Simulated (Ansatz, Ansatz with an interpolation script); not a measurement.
# G0W0 band structure of Al2O3 (Corundum), part 2 of 2

G0W0 gives levels on a mesh alone; what do the bands of Al2O3 (Corundum) look like between the points?

Ansatz 0.2.0; LDA, Wannier functions and G0W0, plane waves, PAW. Known limits of the many-body steps: not at the basis limit.

So far. Step 2 (LDA bands): The gap is direct, at Γ.

## Step 3: Wannier functions (Al:3s Al:3p O:2p) on 8×8×8

Localised functions give a small Hamiltonian that interpolates between mesh points at no cost.

This step: maximally localised Wannier functions, LDA, plane waves, PAW; PAW set soft_1.

Contents of input.yaml:

```yaml
crystal:
  lattice:
    - [2.38025, 1.37423798, 4.33186667]
    - [-2.38025, 1.37423798, 4.33186667]
    - [0.0, -2.74847596, 4.33186667]
  atoms:
    - { symbol: Al, position: [0.35216, 0.35216, 0.35216] }
    - { symbol: Al, position: [0.14784, 0.14784, 0.14784] }
    - { symbol: Al, position: [0.64784, 0.64784, 0.64784] }
    - { symbol: Al, position: [0.85216, 0.85216, 0.85216] }
    - { symbol: O, position: [0.55668, 0.94332, 0.25] }
    - { symbol: O, position: [0.25, 0.55668, 0.94332] }
    - { symbol: O, position: [0.94332, 0.25, 0.55668] }
    - { symbol: O, position: [0.44332, 0.05668, 0.75] }
    - { symbol: O, position: [0.75, 0.44332, 0.05668] }
    - { symbol: O, position: [0.05668, 0.75, 0.44332] }
kpoints:
  mp_grid: { grid: [4, 4, 4] }
hamiltonian:
  xc: lda
  pseudopotentials: { kind: paw, azcp: { folder: soft_1 }, xc_functional: pbe }
scf:
  occupations: { method: fixed }
  n_extra_bands: 45
output:
  wannier:
    kmesh: [8, 8, 8]
    projections:
      - { species: Al, l: s, shell: 3 }
      - { species: Al, l: p, shell: 3 }
      - { species: O, l: p, shell: 2 }
    minimise: true
    write_hr: true
    seedname: w
    conv_tol: 1.0e-06
    max_iter: 20000
    stability_check: false
    disentanglement:
      window: [0.23, 25.03]
      frozen_window: [0.23, 16.52]
      conv_tol: 1.0e-08
```

On the command line:

```console
> ansatz run input.yaml --threads 3 --pin off --max-ram 92160MiB --backend cuda --events-out ev --progress --plain --runs-dir out --devices 1 --max-vram 13GiB
```

Numbers of over 12 decimals in the logs are rounded to 6 here.

Log:

```text
[...]
GPUs: using 1 of 1 available (devices: 1).
[...]
GPU FFT provider: cuFFT
GPU libraries: cuBLAS 13.8.2, cuFFT 12.4.0, cuSOLVER 12.3.4
Crystal: 10 atoms, lattice volume = 85.018 Å³
Basis set: ecut = 420 eV, 1653 PW (Γ)
Bands: 69, of which v1, the nominal top of the filled ones, is band 24 counted from 1 (23 counted from 0)
Symmetry: 12 space group operations
[...]
k-points: 13 of 64
[...]
GPU buffer pool allocated for 46656 grid points (all kernels)
[...]
SCF iter   1: F=—  HF=-5403.420175 eV  |F-HF|=—  |Δ(HF+E_count)|=         —  Δρ=1.19e-1  dr2=1.13e1  ethr=3.10e-3  ⟨swp⟩=4.5  Hψ=3255  notcnv=0  defer=531
[...]
SCF iter   7: F=-5399.858852 eV  HF=-5399.858852 eV  |F-HF|=1.55e-9  |Δ(HF+E_count)|=   4.67e-8  Δρ=3.75e-6  dr2=8.94e-9  ethr=2.08e-10  ⟨swp⟩=11.5  Hψ=6316  notcnv=0
SCF 1 converged in 7 iterations: F = -5399.858852 eV  dr2 = 8.94e-9
[...]
NSCF: frozen V_eff on 13 k-points
the band table was solved once the SCF had ended and its energy, with any forces and stress, was formed, with the checks that follow a solve (3225 applications of the Hamiltonian). They found nothing against the state; the energy, forces and stress were not computed again (output.eigenvalues in the input reference)
[...]
the Wannier pass solved 68 of the 512 points of its mesh, and has the states at the others by symmetry: states obtained by the crystal's operations at points that were solved too leave a residual of 2.56e-13 eV (read by the count's bands and the next), within 8.33e-6 eV
SCF converged after 7 iterations
Free energy (F): -5399.858852 eV
[...]
Internal energy: -5399.858852 eV  (E = F + TS)
E sigma→0 (E₀):  -5399.858852 eV
Fermi energy:    7.355298 eV
[...]
--- Band table (eV; the first three rows and the last of 13) ---
  k-point 0: bands = [... 20 lower, 6.8579, 7.3145, 7.3145, 7.3553, 13.5167, 16.3392, 17.8760, 18.7095, ... 41 higher]
  k-point 1: bands = [... 20 lower, 6.5868, 6.9055, 7.2033, 7.2435, 14.7496, 17.2181, 17.3215, 17.9149, ... 41 higher]
  k-point 2: bands = [... 20 lower, 6.4375, 6.4375, 7.0817, 7.0817, 16.6646, 16.6646, 16.8376, 16.8376, ... 41 higher]
  k-point 12: bands = [... 20 lower, 6.9718, 6.9718, 6.9718, 6.9718, 15.9096, 15.9096, 18.1765, 18.1765, ... 41 higher]
Wannier search: line search 1 of at most 20000: gauge-dependent spread (as the search counts it) 33.9419964 Å², largest recent change 7.4e0 Å² against conv_tol 1.0e-6 Å², 0 stops escaped
[...]
```

Wall time 6.8 min (1 × NVIDIA H100 80GB HBM3 (shared by 6 runs) with 3 threads of AMD EPYC 7R13 (Zen 3), shared host); peak memory 1.4 GiB.

This step gave:

- gauge-invariant spread: 41.91 Å²
- diagonal spread: 0.04607 Å²
- off-diagonal spread: 4.761 Å²
- total spread: 46.72 Å²
- least projectability: 6.37e-4
- localisation steps: 10872
- disentanglement steps: 596
- r.m.s. interpolation error: 4.35e-4 eV
- r.m.s. error near the gap: 5.78e-4 eV

Near the gap the model misses directly solved bands by 0.6 meV r.m.s. and by 7 meV at most in the window tested. This tests the starting bands, not the corrections carried with them.

Wannier functions, by row:

```
function   x (Å)   y (Å)  z (Å)  spread (Å²)  nearest atom  distance (Å)
       1  -0.589   0.837  4.644        2.251           Al1         1.026
       2  -0.589  -0.837  1.854        2.251           Al2         1.026
       3   0.589  -0.837  8.352        2.251           Al3         1.026
       4   0.589   0.837  11.14        2.251           Al4         1.026
       5       0       0  5.596        1.892           Al1          1.02
       6   1.019   0.092  4.644        2.251           Al1         1.026
       7   -0.43  -0.929  4.644        2.251           Al1         1.026
       8       0       0  0.902        1.892           Al2          1.02
       9   1.019  -0.092  1.854        2.251           Al2         1.026
      10   -0.43   0.929  1.854        2.251           Al2         1.026
      11       0       0  7.399        1.892           Al3          1.02
      12  -1.019  -0.092  8.352        2.251           Al3         1.026
      13    0.43   0.929  8.352        2.251           Al3         1.026
      14       0       0  12.09        1.892           Al4          1.02
      15  -1.019   0.092  11.14        2.251           Al4         1.026
      16    0.43  -0.929  11.14        2.251           Al4         1.026
      17  -0.928   1.374  7.581        0.623            O5         0.008
      18  -0.968   1.374  7.581        0.726            O5         0.048
      19  -0.902   1.374  7.581        0.674            O5         0.019
      20  -0.726  -1.488  7.581        0.627            O6         0.006
      21  -0.748  -1.493  7.561        0.684            O6         0.028
      22  -0.698  -1.503    7.6        0.711            O6         0.042
      23   1.654   0.114  7.581        0.627            O7         0.006
      24   1.633   0.118    7.6        0.684            O7         0.028
      25   1.682   0.129  7.561        0.711            O7         0.042
      26   0.928  -1.374  5.415        0.623            O8         0.008
      27   0.968  -1.374  5.415        0.726            O8         0.048
      28   0.902  -1.374  5.415        0.674            O8         0.019
      29   0.726   1.488  5.415        0.627            O9         0.006
      30   0.748   1.493  5.434        0.684            O9         0.028
      31   0.698   1.503  5.395        0.711            O9         0.042
      32  -1.654  -0.114  5.415        0.627           O10         0.006
      33  -1.633  -0.118  5.395        0.684           O10         0.028
      34  -1.682  -0.129  5.434        0.711           O10         0.042
```

Frozen up to 9.16 eV; above it the model need not follow the bands. Electronic bands along the path, in eV, zero at the valence-band top:

```
     point  band 21  band 22  band 23  band 24  band 25  band 26  band 27  band 28
         Γ    -0.50    -0.04    -0.04     0.00     6.16     8.98    10.52    11.35
   halfway    -0.51    -0.51    -0.11    -0.11     7.12     9.05    10.34    11.58
         T    -0.38    -0.38    -0.38    -0.38     8.55     8.55    11.03    11.03
   halfway    -0.87    -0.87    -0.54    -0.54     9.26     9.26    10.66    10.66
        H2    -0.86    -0.86    -0.51    -0.51     9.59     9.59    10.00    10.00
jump to H0    -0.86    -0.86    -0.51    -0.51     9.59     9.59    10.00    10.00
   halfway    -0.85    -0.85    -0.32    -0.32     9.24     9.24     9.68     9.68
         L    -0.92    -0.92    -0.27    -0.27     9.33     9.33     9.48     9.48
   halfway    -0.77    -0.45    -0.15    -0.11     7.39     9.87    10.22    10.62
         Γ    -0.50    -0.04    -0.04     0.00     6.16     8.98    10.52    11.35
   halfway    -0.85    -0.53    -0.18    -0.08     7.80     9.58    10.15    10.46
        S0    -0.90    -0.85    -0.57    -0.28     9.38     9.41     9.70    10.52
jump to S2    -0.90    -0.85    -0.57    -0.28     9.38     9.41     9.70    10.52
   halfway    -0.97    -0.85    -0.75    -0.27     9.55     9.63     9.92    10.26
         F    -1.04    -0.93    -0.75    -0.26     9.68     9.73     9.77    10.42
   halfway    -0.98    -0.60    -0.27    -0.17     7.65     9.94    10.12    10.74
         Γ    -0.50    -0.04    -0.04     0.00     6.16     8.98    10.52    11.35
```

The same for Kohn-Sham, solved directly:

```
point  band 21  band 22  band 23  band 24  band 25  band 26  band 27  band 28
    Γ    -0.50    -0.04    -0.04     0.00     6.16     8.98    10.52    11.35
    T    -0.38    -0.38    -0.38    -0.38     8.55     8.55    10.82    10.82
   H2    -0.86    -0.86    -0.51    -0.51     9.54     9.54     9.95     9.95
   H0    -0.86    -0.86    -0.51    -0.51     9.54     9.54     9.95     9.95
    L    -0.92    -0.92    -0.27    -0.27     9.31     9.31     9.48     9.48
    Γ    -0.50    -0.04    -0.04     0.00     6.16     8.98    10.52    11.35
   S0    -0.90    -0.85    -0.57    -0.28     9.36     9.36     9.57    10.00
   S2    -0.90    -0.85    -0.57    -0.28     9.36     9.36     9.57    10.00
    F    -1.04    -0.93    -0.75    -0.26     9.39     9.60     9.77    10.25
    Γ    -0.50    -0.04    -0.04     0.00     6.16     8.98    10.52    11.35
```

## Step 4: G0W0 at every point of the mesh: 4×4×4 mesh, 390 empty bands, screening to 160 eV, PAW set soft_1 files

G0W0 replaces the xc potential by the self-energy, built once from these orbitals. Only a window of levels is corrected, while the sums run over the empty bands that the input names.

This step: G0W0 on LDA, plane waves, PAW; PAW set soft_1.

input.yaml, the sections that differ from step 3:

```yaml
scf:
  occupations: { method: fixed }
gw:
  n_empty_bands: 390
  ecut_chi: 160.0
  qp_bands: [v18, c2]
  screening: { model: contour_deformation }
# crystal, kpoints, hamiltonian: as in step 3
# output: removed
```

Log:

```text
GPUs: using 1 of 1 available (devices: 1).
[...]
GPU FFT provider: cuFFT
GPU libraries: cuBLAS 13.8.2, cuFFT 12.4.0, cuSOLVER 12.3.4
Crystal: 10 atoms, lattice volume = 85.018 Å³
Basis set: ecut = 420 eV, 1653 PW (Γ)
Bands: 34, of which v1, the nominal top of the filled ones, is band 24 counted from 1 (23 counted from 0)
Symmetry: 12 space group operations
[...]
k-points: 13 of 64
[...]
GPU buffer pool allocated for 46656 grid points (all kernels)
[...]
SCF iter   1: F=—  HF=-5403.418983 eV  |F-HF|=—  |Δ(HF+E_count)|=         —  Δρ=1.19e-1  dr2=1.13e1  ethr=3.10e-3  ⟨swp⟩=5.0  Hψ=1674  notcnv=0  defer=91
[...]
SCF iter   7: F=-5399.858852 eV  HF=-5399.858852 eV  |F-HF|=2.28e-9  |Δ(HF+E_count)|=   1.29e-7  Δρ=4.18e-6  dr2=1.13e-8  ethr=2.08e-10  ⟨swp⟩=12.3  Hψ=2153  notcnv=0
SCF 1 converged in 7 iterations: F = -5399.858852 eV  dr2 = 1.13e-8
[...]
G₀W₀ screening: q 1/13
[... further progress lines ...]
[...]
SCF converged after 7 iterations
Free energy (F): -5399.858852 eV
[...]
Internal energy: -5399.858852 eV  (E = F + TS)
E sigma→0 (E₀):  -5399.858852 eV
Fermi energy:    7.355318 eV
[...]
--- Band table (eV; the first three rows and the last of 13) ---
  k-point 0: bands = [... 20 lower, 6.8580, 7.3145, 7.3145, 7.3553, 13.5167, 16.3392, 17.8759, 18.7094, ... 6 higher]
  k-point 1: bands = [... 20 lower, 6.5868, 6.9055, 7.2033, 7.2436, 14.7497, 17.2181, 17.3215, 17.9149, ... 6 higher]
  k-point 2: bands = [... 20 lower, 6.4375, 6.4375, 7.0817, 7.0817, 16.6646, 16.6646, 16.8376, 16.8376, ... 6 higher]
  k-point 12: bands = [... 20 lower, 6.9718, 6.9718, 6.9718, 6.9718, 15.9096, 15.9096, 18.1765, 18.1765, ... 6 higher]
--- G₀W₀: contour deformation, 6 samples at zero and on the imaginary axis and 3 off it, 64 q-points, 390 empty bands' worth ---
  eigenvalues of the whole cell's RPA ε∞ on this k-mesh (on a slab, of 1 + 4πα/V) = 3.1240, 3.1581, 3.1581; static W/v taken at q = 0 is 0.317731
  bands read: the sum over 414 bands ends inside a degenerate multiplet in 1 slot, whose members it reads at an even weight; the widest, k=0: bands 414 to 415 (counted from 1) at 1/2 each
    ik  band        ε_KS         Σx   Σc(E_QP)       V_xc       Z   E_QP_lin       E_QP  E_QP is
     0     7      0.3802   -23.9288     5.1184   -17.0781  0.7715    -1.3974    -1.3521  root
     0     8      1.3951   -24.2365     4.9166   -17.6288  0.7795    -0.3322    -0.2960  root
     0     9      1.7512   -24.3001     4.8239   -17.7516  0.7854    -0.0074     0.0266  root
     0    10      1.7512   -24.3001     4.8239   -17.7516  0.7854    -0.0074     0.0266  root
     0    11      2.8893   -24.5772     4.6705   -18.2469  0.7906     1.2015     1.2296  root
     0    12      2.9601   -23.7760     4.7644   -17.3286  0.7868     1.2459     1.2771  root
     0    13      2.9601   -23.7760     4.7644   -17.3286  0.7868     1.2459     1.2771  root
     0    14      3.9691   -23.7550     4.5716   -17.5172  0.7936     2.2757     2.3030  root
     0    15      4.3562   -25.0809     4.4267   -19.0840  0.7977     2.7644     2.7861  root
     0    16      5.9080   -26.3844     4.2042   -20.8032  0.8044     4.5175     4.5310  root
     0    17      5.9080   -26.3844     4.2042   -20.8032  0.8044     4.5175     4.5310  root
     0    18      6.0432   -26.1239     4.2489   -20.4913  0.8031     4.6456     4.6595  root
     0    19      6.0432   -26.1239     4.2489   -20.4913  0.8031     4.6456     4.6595  root
     0    20      6.8580   -26.4352     4.3781   -20.6935  0.8005     5.4806     5.4943  root
[...]
12    22      6.9718   -26.6746     4.2446   -21.1189  0.8031     5.6487     5.6607  root
    12    23      6.9718   -26.6746     4.2446   -21.1189  0.8031     5.6487     5.6607  root
    12    24      6.9718   -26.6746     4.2446   -21.1189  0.8031     5.6487     5.6607  root
    12    25     15.9096   -10.5966    -4.3654   -16.6563  0.8413    17.6195    17.6040  root
    12    26     15.9096   -10.5966    -4.3654   -16.6563  0.8413    17.6195    17.6040  root
```

Elapsed: 52 s, on 1 × NVIDIA H100 80GB HBM3 (shared by 6 runs) with 3 threads; peak memory 1.4 GiB.

Numbers from this step:

* bands summed: 414
* RPA ε∞ on this mesh (eigenvalues): 3.124, 3.158, 3.158
* plane waves in the screening matrix: 399
* q-points in the mesh: 64
* G0W0 gap on the mesh: 8.913 eV
* k of the valence top: 0, 0, 0
* k of the conduction bottom: 0, 0, 0
* starting gap on the mesh: 6.161 eV
* Z at the valence top: 0.8052
* Z at the conduction bottom: 0.8473
* least direct G0W0 gap on the computed points: 8.913 eV

The gap on the mesh goes from 6.16 eV to 8.91 eV, a correction of +2.75 eV. Between the two edge states, bare exchange in place of the xc potential would open the gap by 10.87 eV, and correlation takes back 8.12 eV.

## Step 5: Interpolating the corrections

A script adds the corrections, carried to the Wannier functions and back, to the LDA levels, along the path and on a 13×13×13 mesh.

* G0W0 gap over the zone: 8.913 eV
* valence top at: Γ
* conduction bottom at: Γ
* starting gap over the zone: 6.161 eV
* least direct G0W0 gap: 8.913 eV
* G0W0 gap on the mesh: 8.913 eV
* valence width, start: 6.975 eV
* valence width, G0W0: 7.477 eV
* gap by a rigid shift: 8.912 eV

Levels solved directly plus the interpolated quasiparticle correction. Limits: finite bands, cutoff and mesh. The quasiparticle bands at the labelled points (eV, zero at the valence-band top of each set):

```
     point  band 21  band 22  band 23  band 24  band 25
         Γ    -0.63    -0.06    -0.06     0.00     8.91
   halfway    -0.63    -0.63    -0.15    -0.15     9.95
         T    -0.46    -0.46    -0.46    -0.46    11.48
   halfway    -1.02    -1.02    -0.65    -0.65    12.27
        H2    -1.00    -1.00    -0.64    -0.64    12.57
jump to H0    -1.00    -1.00    -0.64    -0.64    12.57
   halfway    -1.00    -0.99    -0.41    -0.41    12.25
         L    -1.10    -1.10    -0.36    -0.36    12.32
   halfway    -0.92    -0.55    -0.20    -0.15    10.27
         Γ    -0.63    -0.06    -0.06     0.00     8.91
   halfway    -0.99    -0.65    -0.23    -0.13    10.72
        S0    -1.06    -0.99    -0.70    -0.38    12.39
jump to S2    -1.06    -0.99    -0.70    -0.38    12.39
   halfway    -1.11    -1.02    -0.88    -0.36    12.47
         F    -1.24    -1.07    -0.86    -0.35    12.43
   halfway    -1.10    -0.74    -0.32    -0.22    10.55
         Γ    -0.63    -0.06    -0.06     0.00     8.91
```

The same for LDA:

```
point  band 21  band 22  band 23  band 24  band 25
    Γ    -0.50    -0.04    -0.04     0.00     6.16
    T    -0.38    -0.38    -0.38    -0.38     8.55
   H2    -0.86    -0.86    -0.51    -0.51     9.54
   H0    -0.86    -0.86    -0.51    -0.51     9.54
    L    -0.92    -0.92    -0.27    -0.27     9.31
    Γ    -0.50    -0.04    -0.04     0.00     6.16
   S0    -0.90    -0.85    -0.57    -0.28     9.36
   S2    -0.90    -0.85    -0.57    -0.28     9.36
    F    -1.04    -0.93    -0.75    -0.26     9.39
    Γ    -0.50    -0.04    -0.04     0.00     6.16
```

Minima of the lowest conduction band, from levels solved directly at the displaced points, plus the interpolated correction; masses are left empty at degenerate points, on flat bands and where the interpolated correction rules the curvature; G0W0 masses are rough. Conduction valleys, by row:

```
point  k (reciprocal lattice)  valleys in the zone  G0W0 level above the valence top (eV)  LDA level above the valence top (eV)  G0W0 principal masses (m_e)  LDA principal masses (m_e)
    Γ       0.000 0.000 0.000                    1                                  8.913                                 6.161            0.348 0.348 0.386           0.383 0.383 0.410
```

Second differences of levels solved directly at the displaced points, plus the interpolated correction, at the quasiparticle band edges; no spin-orbit coupling; left empty where the band is flat or the interpolated correction rules the curvature. Effective masses, by row:

```
 carrier  point  Cartesian direction  band  LDA mass (m_e)  G0W0 mass (m_e)
    hole      Γ                  001    24           0.487            0.418
    hole      Γ                  111    24           1.474            1.172
electron      Γ                  100    25           0.382            0.348
electron      Γ                  010    25           0.382            0.348
electron      Γ                  001    25           0.408            0.384
electron      Γ                  110    25           0.382            0.348
electron      Γ                  111    25            0.39            0.359
```

Corrections by starting level (eV, on the run's own energy scale, so only their differences matter):

```
start  correction
-6.97       −1.73
-5.96       −1.69
-5.35       −1.71
-4.61       −1.67
-4.13       −1.62
-3.54       −1.62
-2.61       −1.52
-2.29       −1.56
-2.03       −1.47
-1.55       −1.43
-1.25       −1.43
-0.92       −1.41
-0.52       −1.32
-0.31       −1.31
-0.04       −1.25
 7.39       +1.65
 8.55       +1.69
 9.68       +1.80
```

## Step 6: Results

```
LDA gap                             : 6.16 eV
G0W0 gap over the zone              : 8.91 eV, direct
least direct G0W0 gap, in the model : 8.91 eV
GW settings                         : 4×4×4 mesh, 390 empty bands, screening to 160 eV, PAW set soft_1 files
known limits                        : not at the basis limit
```

What this shows: The Wannier model follows the LDA bands to under 1 meV r.m.s. near the gap. The G0W0 gap over the zone is 8.91 eV, direct, from Γ to Γ; on the mesh alone it is 8.91 eV, nearly the same. The valence width in the model goes from 6.98 eV to 7.48 eV. At the band edge the lightest electron mass is 0.38 m_e at the start and 0.35 m_e in G0W0; the G0W0 masses rest on corrections from the 4×4×4 mesh alone and are rough. Against experiment, by G0W0@LDA: the gap of 8.91 eV lies +0.21 eV from the measured 8.7 eV (optical, quoted 2018). An exciton line or allowed optical edge lies below the quasiparticle gap by the binding energy; a forbidden edge can push the onset above it. The calculation has static nuclei and no excitons; a measured gap holds zero-point and thermal motion, which mostly lowers it. Bands and cutoff are finite, so the gap is not at the basis limit. The miss can reach some tenths of an eV and take either sign; the mesh is an error of its own. Above the frozen window of the model the interpolated levels need not meet the computed ones, even at points of the mesh.

[Paths, hosts, dates, memory and timing lines, banners, echoed tables and standing remarks are left out of the program output.]

[Logs are printed without paths, hosts, clocks, repeated set-up lines and the standing remarks that a program may print on its own settings, such as how far it seeks lower states.]

[Runs of the session that timed out or met a known fault of the program may be left out.]

[Hosts, paths, dates, database ids (printed as entryN), source tags and the programs' standing remarks are cut or masked in the printed files.]
